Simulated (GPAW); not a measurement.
# A Ge chain with a Pt atom on top of one atom: transmission at several levels, part 2 of 2

How well does a Ge chain with a Pt atom on top of one atom conduct at low bias, and how far do basis and functional move the answer?

GPAW 26.7.0; GPAW LCAO, PAW setups; Landauer transmission from Green's functions with principal layers (ASE), zero bias.

So far, transmission at the Fermi level (one spin): step 2 (GPAW, dzp, PBE, GPAW) 2.50; step 3 (basis szp(dzp), PBE, GPAW) 2.52; step 4 (basis sz(dzp), PBE, GPAW) 2.53; step 5 (LDA) 2.51.

### 8. Mixing 0.15, broadening 0.05

Mixing changes the road to self-consistency, not its end. The mixing history changes the road to self-consistency, not its end. The broadening keeps the Green's functions finite; too large a value absorbs electrons where channels are open and leaks them where none are.

This step: GPAW LCAO, PAW setups; Landauer transmission from Green's functions with principal layers (ASE), zero bias (GPAW 26.7.0).

run.py reads:

```python
import json
import numpy as np
from ase import Atoms
from ase.transport.calculators import TransportCalculator
from gpaw import GPAW, FermiDirac
from gpaw.lcao.tools import get_lcao_hamiltonian
from scipy.linalg import eigh

# The junction with lead layers at both ends, along the third cell vector
device = Atoms(
    ['Ge', 'Ge', 'Ge', 'Ge', 'Ge', 'Ge', 'Pt', 'Ge', 'Ge', 'Ge', 'Ge', 'Ge'],
    positions=[
        [4.50000, 4.50000, 1.17500],
        [4.50000, 4.50000, 3.52500],
        [4.50000, 4.50000, 5.87500],
        [4.50000, 4.50000, 8.22500],
        [4.50000, 4.50000, 10.57500],
        [4.50000, 4.50000, 12.92500],
        [6.75070, 4.50000, 12.92500],
        [4.50000, 4.50000, 15.27500],
        [4.50000, 4.50000, 17.62500],
        [4.50000, 4.50000, 19.97500],
        [4.50000, 4.50000, 22.32500],
        [4.50000, 4.50000, 24.67500]],
    cell=[[9.0, 0.0, 0.0], [0.0, 9.0, 0.0], [0.0, 0.0, 25.85]],
    pbc=True)

# One principal layer of the lead: the first 3 atoms of the device
lead = Atoms(
    ['Ge', 'Ge', 'Ge'],
    positions=[
        [4.50000, 4.50000, 1.17500],
        [4.50000, 4.50000, 3.52500],
        [4.50000, 4.50000, 5.87500]],
    cell=[[9.0, 0.0, 0.0], [0.0, 9.0, 0.0], [0.0, 0.0, 7.05]],
    pbc=True)

settings = dict(mode='lcao', basis='dzp', xc='PBE', h=0.2,
                occupations=FermiDirac(0.1), maxiter=250,
                mixer=dict(beta=0.15, nmaxold=5, weight=100.0),
                convergence=dict(density=0.0001))
energies = np.arange(-2, 2 + 1e-9, 0.05)
eta = 0.05
n1, n2 = 1, 1
# k and -k transmit alike, so half of the mesh across the current serves
mesh = [(i, j) for i in range(n1) for j in range(n2) if (i, j) <= (-i % n1, -j % n2)]
weights = np.array([1 if (i, j) == (-i % n1, -j % n2) else 2 for i, j in mesh]) / (n1 * n2)

# [... helper functions left out ...]
fermi_lead = ground_state(lead, (1, 1, 16), 'lead.txt')
fermi_device = ground_state(device, (1, 1, 3), 'device.txt')
# [... loop over the mesh left out, but for ...]
        # Shift the lead onto the potential of the device's first layer
        shift = ((H[:, 0, 0] - H0[:, 0, 0]) / S0[0, 0]).real.mean()
# [...]
kT = 8.617333e-5 * 77
bias = [0.1, 0.2, 0.5, 1.0, 1.5, 2.0]
# [... integrals and printing left out ...]
```

Launch:

```bash
$ OMP_NUM_THREADS=1 OPENBLAS_NUM_THREADS=1 python run.py
```

The log of the run:

```text
basis functions: device 170, principal layer 39
Fermi level: lead -3.5427 eV, device -3.3802 eV; lead shifted by -0.0214 eV
largest coupling past the next layer 9.77e-06 eV, largest misfit of the first layer 0.025 eV
  E-E_F (eV)   T (one spin)  [channel counts left out]
    -2.000    4.7108e-01
    -1.950    4.4847e-01
    -1.900    4.1476e-01
    -1.850    3.6859e-01
    -1.800    3.0961e-01
    -1.750    2.4023e-01
    -1.700    1.6759e-01
    -1.650    1.0323e-01
    -1.600    5.8533e-02
    -1.550    3.9836e-02
    -1.500    5.1537e-02
    -1.450    1.0114e-01
    -1.400    1.8974e-01
    -1.350    2.9890e-01
    -1.300    4.0252e-01
    -1.250    4.8593e-01
[...]
1.650    1.4571e+00
     1.700    1.4710e+00
     1.750    1.4959e+00
     1.800    1.5303e+00
     1.850    1.5719e+00
     1.900    1.6180e+00
     1.950    1.6658e+00
     2.000    1.7131e+00
conductance at 77 K: 1.5558 G0 a cell; thermopower -0.6021 uV/K
current from the zero-bias T(E) at 0.1 V: 12.05 uA
current from the zero-bias T(E) at 0.2 V: 24.079 uA
current from the zero-bias T(E) at 0.5 V: 59.819 uA
current from the zero-bias T(E) at 1.0 V: 116.93 uA
current from the zero-bias T(E) at 1.5 V: 169.51 uA
current from the zero-bias T(E) at 2.0 V: 218.83 uA
```

Run time: 36 s. Hardware: 1 thread of Arm Neoverse V2, shared host; peak memory 0.8 GiB.

The run finished with changed settings (beta = 0.15, nmaxold = 5 and eta = 0.05); it serves as a test.

The two runs compared:

```
                                           quantity   this run  sound run  difference
                                   conductance (G₀)     1.5558     2.5036      -0.948
largest coupling past the next principal layer (eV)   9.771e-6   9.771e-6    -2.4e-13
   largest misfit of the first principal layer (eV)   0.024663   0.024838     -1.7e-4
                    shift that aligns the lead (eV)  -0.021387  -0.021448      6.1e-5
         transmission at the Fermi level (one spin)     1.5561     2.5040      -0.948
```

One result that differs is the conductance, 1.56 G₀ against 2.50 G₀.

### 9. Mixing 0.15

Mixing changes the road to self-consistency, not its end. The mixing history changes the road to self-consistency, not its end.

run.py: that of step 8 with these lines changed.

```diff
@@ -42,3 +42,3 @@
 energies = np.arange(-2, 2 + 1e-9, 0.05)
-eta = 0.05
+eta = 0.0001
 n1, n2 = 1, 1
```

The log of the run:

```text
basis functions: device 170, principal layer 39
Fermi level: lead -3.5427 eV, device -3.3802 eV; lead shifted by -0.0214 eV
largest coupling past the next layer 9.77e-06 eV, largest misfit of the first layer 0.025 eV
  E-E_F (eV)   T (one spin)  [channel counts left out]
    -2.000    7.3332e-01
    -1.950    7.1649e-01
    -1.900    6.8696e-01
    -1.850    6.4084e-01
    -1.800    5.7345e-01
    -1.750    4.8170e-01
    -1.700    3.7027e-01
    -1.650    2.5878e-01
    -1.600    1.7734e-01
    -1.550    1.4866e-01
    -1.500    1.8847e-01
    -1.450    3.1764e-01
    -1.400    5.1791e-01
    -1.350    7.0627e-01
    -1.300    8.3095e-01
    -1.250    9.0074e-01
[...]
1.650    1.9956e+00
     1.700    2.0169e+00
     1.750    2.0584e+00
     1.800    2.1168e+00
     1.850    2.1870e+00
     1.900    2.2630e+00
     1.950    2.3399e+00
     2.000    2.4137e+00
conductance at 77 K: 2.5037 G0 a cell; thermopower -0.2856 uV/K
current from the zero-bias T(E) at 0.1 V: 19.392 uA
current from the zero-bias T(E) at 0.2 V: 38.753 uA
current from the zero-bias T(E) at 0.5 V: 96.318 uA
current from the zero-bias T(E) at 1.0 V: 188.93 uA
current from the zero-bias T(E) at 1.5 V: 278.95 uA
current from the zero-bias T(E) at 2.0 V: 359.4 uA
```

Wall time 36 s (1 thread); peak memory 0.8 GiB.

This step gave:

```yaml
conductance: 2.504 G₀
largest_coupling_past_the_next_principal_layer: 9.77e-6 eV
largest_misfit_of_the_first_principal_layer: 0.02466 eV
shift_that_aligns_the_lead: -0.02139 eV
transmission_at_the_fermi_level_one_spin: 2.504
```

One spin. Transmission, zone mean against energy, zero at the Fermi level:

| energy (eV) | transmission, zone mean |
| --- | --- |
| -2.00 | 0.733 |
| -1.90 | 0.687 |
| -1.80 | 0.573 |
| -1.70 | 0.370 |
| -1.55 | 0.149 |
| -1.45 | 0.318 |
| -1.35 | 0.706 |
| -1.25 | 0.901 |
| -1.15 | 0.957 |
| -1.05 | 1.14 |
| -0.90 | 1.46 |
| -0.80 | 2.03 |
| -0.75 | 2.32 |
| -0.70 | 2.24 |
| -0.60 | 1.95 |
| -0.50 | 2.09 |
| -0.40 | 2.19 |
| -0.25 | 2.35 |
| -0.15 | 2.43 |
| -0.05 | 2.48 |
| 0.00 | 2.50 |
| 0.05 | 2.52 |
| 0.15 | 2.54 |
| 0.25 | 2.56 |
| 0.40 | 2.57 |
| 0.50 | 2.56 |
| 0.60 | 2.56 |
| 0.70 | 2.55 |
| 0.80 | 2.53 |
| 0.90 | 2.50 |
| 1.05 | 2.43 |
| 1.15 | 2.37 |
| 1.25 | 2.29 |
| 1.35 | 2.19 |
| 1.45 | 2.09 |
| 1.55 | 2.01 |
| 1.70 | 2.02 |
| 1.80 | 2.12 |
| 1.90 | 2.26 |
| 2.00 | 2.41 |

Not self-consistent under bias; the bias window is split evenly. Current through one cell, from the zero-bias transmission against bias:

```csv
bias (V),"current through one cell, from the zero-bias transmission (μA)"
0.100,19.4
0.200,38.8
0.500,96.3
1.000,189
1.500,279
2.000,359
```

Table of transmission of the three most open eigenchannels by energy, zero at the Fermi level:

```
energy (eV)  channel 1  channel 2  channel 3
      -2.00      0.733          0          0
      -1.85      0.641          0          0
      -1.70      0.370          0          0
      -1.60      0.177          0          0
      -1.45      0.318    1.7e-12          0
      -1.30      0.831    1.6e-11          0
      -1.15      0.957     5.4e-8     7.4e-9
      -1.05      0.992      0.108     0.0416
      -0.90      0.999      0.246      0.214
      -0.75      0.999      0.991      0.330
      -0.60      0.958      0.649      0.346
      -0.50      0.984      0.622      0.484
      -0.35      0.997      0.701      0.547
      -0.20      0.998      0.775      0.615
      -0.05      0.999      0.816      0.668
       0.00      0.999      0.825      0.680
       0.05      0.999      0.832      0.690
       0.20      0.999      0.849      0.704
       0.35      0.999      0.867      0.699
       0.50      0.999      0.888      0.677
       0.60      0.999      0.903      0.656
       0.75      0.999      0.926      0.612
       0.90      0.999      0.947      0.552
       1.05      1.000      0.963      0.468
       1.15      1.000      0.972      0.396
       1.30      1.000      0.982      0.258
       1.45      1.000      0.988      0.102
       1.60      1.000      0.993    0.00293
       1.70      1.000      0.995     0.0226
       1.85      0.999      0.997      0.191
       2.00      0.999      0.998      0.416
```

The conductance equals that of the dzp run to 0.2 %.

### 10. What came out

| Property | Result |
| --- | --- |
| conductance | 2.50 G₀ |
| transmission at the Fermi level, mean of the spins | 2.50 |
| thermopower | about 0 (under 1.5 μV/K) |

**Reading.** In the dzp basis the junction conducts 2.50 G₀ at 77 K, with T = 2.50 a spin at the Fermi level; the sz basis reaches that conductance within 10 %. At the Fermi level the three most open eigenchannels pass 1.00, 0.82 and 0.68. Measured against the first run (dzp), the nearest curve is that of dzp-LDA (r.m.s. 0.085) and the farthest that of sz (0.17). Over the compared runs wall time goes from 20 s (sz) to 30 s (dzp), on a shared host. The geometry was built from estimated bond lengths and not relaxed, so the numbers describe this model structure. The run had no spin polarisation, so a magnetic state, which chains and small molecules with open shells often have, wasn't tested. Spin-orbit coupling is left out, which matters for the heavy atoms here. An evenly spaced straight chain is an idealisation: free chains tend to dimerise, zigzag or, where a band edge lies near the Fermi level, turn magnetic. The currents use the zero-bias T(E) throughout, which holds only while the bias is small against the distance to the nearest feature. The energy step is wider than the thermal energy, so the conductance and thermopower rest on interpolation of T(E).

[Logs are printed without paths, hosts, clocks, repeated set-up lines and the standing remarks that a program may print on its own settings, such as how far it seeks lower states.]

[Hosts, paths, dates, database ids (printed as entryN), source tags and the programs' standing remarks are cut or masked in the printed files.]
